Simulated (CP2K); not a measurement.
Mercaptooxirane has these distinct C atoms: C2 (bonded to C, O, S and H) and C3 (bonded to C, O and 2 H).

```xyz
8

S     1.7522    0.5334    0.6961
C     0.2399   -0.4033    0.4857
C    -0.8884    0.0008   -0.3666
O    -0.0109   -1.0962   -0.7553
H     1.5654    1.3461   -0.3673
H     0.0439   -0.9959    1.3848
H    -0.7926    0.9053   -0.9738
H    -1.9096   -0.2903   -0.1036
```

Their partial C K spectra (CP2K XAS_TDP, all-electron GAPW, PBEh(45%), aug-cc-pVDZ, TDA, GW2X-corrected core level, no relativity) are given in random order, each times the number of alike atoms.

Gaussian full width 0.5 eV, oscillator strength per eV, alike atoms added, rows of zeros left out:

```csv
E (eV),curve 1,curve 2
290.25,0.005,0.000
290.50,0.041,0.001
290.75,0.084,0.013
291.00,0.044,0.069
291.25,0.007,0.132
291.50,0.012,0.104
291.75,0.030,0.033
292.00,0.039,0.031
292.25,0.035,0.043
292.50,0.020,0.031
292.75,0.017,0.015
293.00,0.023,0.010
293.25,0.017,0.006
293.50,0.005,0.001
293.75,0.007,0.001
294.00,0.012,0.004
294.25,0.021,0.013
294.50,0.029,0.021
294.75,0.029,0.019
295.00,0.025,0.020
295.25,0.016,0.020
295.50,0.007,0.015
295.75,0.009,0.012
296.00,0.020,0.013
296.25,0.017,0.006
296.50,0.013,0.003
296.75,0.010,0.005
297.00,0.010,0.008
297.25,0.011,0.008
297.50,0.012,0.007
297.75,0.018,0.010
298.00,0.016,0.021
298.25,0.011,0.018
298.50,0.005,0.008
298.75,0.012,0.005
299.00,0.022,0.006
299.25,0.016,0.013
299.50,0.010,0.016
299.75,0.006,0.016
300.00,0.006,0.021
300.25,0.010,0.025
300.50,0.013,0.027
```

Which curve belongs to which atom?

Curve 1: C3 (bonded to C, O and 2 H), leading line at 290.76 eV (f = 0.045 an atom), ionisation energy 294.07 eV, term value 3.31 eV. Curve 2: C2 (bonded to C, O, S and H), leading line at 291.14 eV (f = 0.035 an atom), ionisation energy 294.28 eV, term value 3.14 eV. The leading line of an atom is its first one with 35 % of the strongest within 2.5 eV of its lowest line over the strength cut. A line lies at the core ionisation energy, which rises as an atom loses charge to its neighbours or to a π system, less the term value, which is large for a low π* or σ* orbital with weight on that atom.

[Banner, clock and machine lines of the logs are left out without a mark of their own.]

[Logs are printed without paths, hosts, clocks, repeated set-up lines and the standing remarks that a program may print on its own settings, such as how far it seeks lower states.]

[Hosts, paths, dates, database ids (printed as entryN), source tags and the programs' standing remarks are cut or masked in the printed files.]
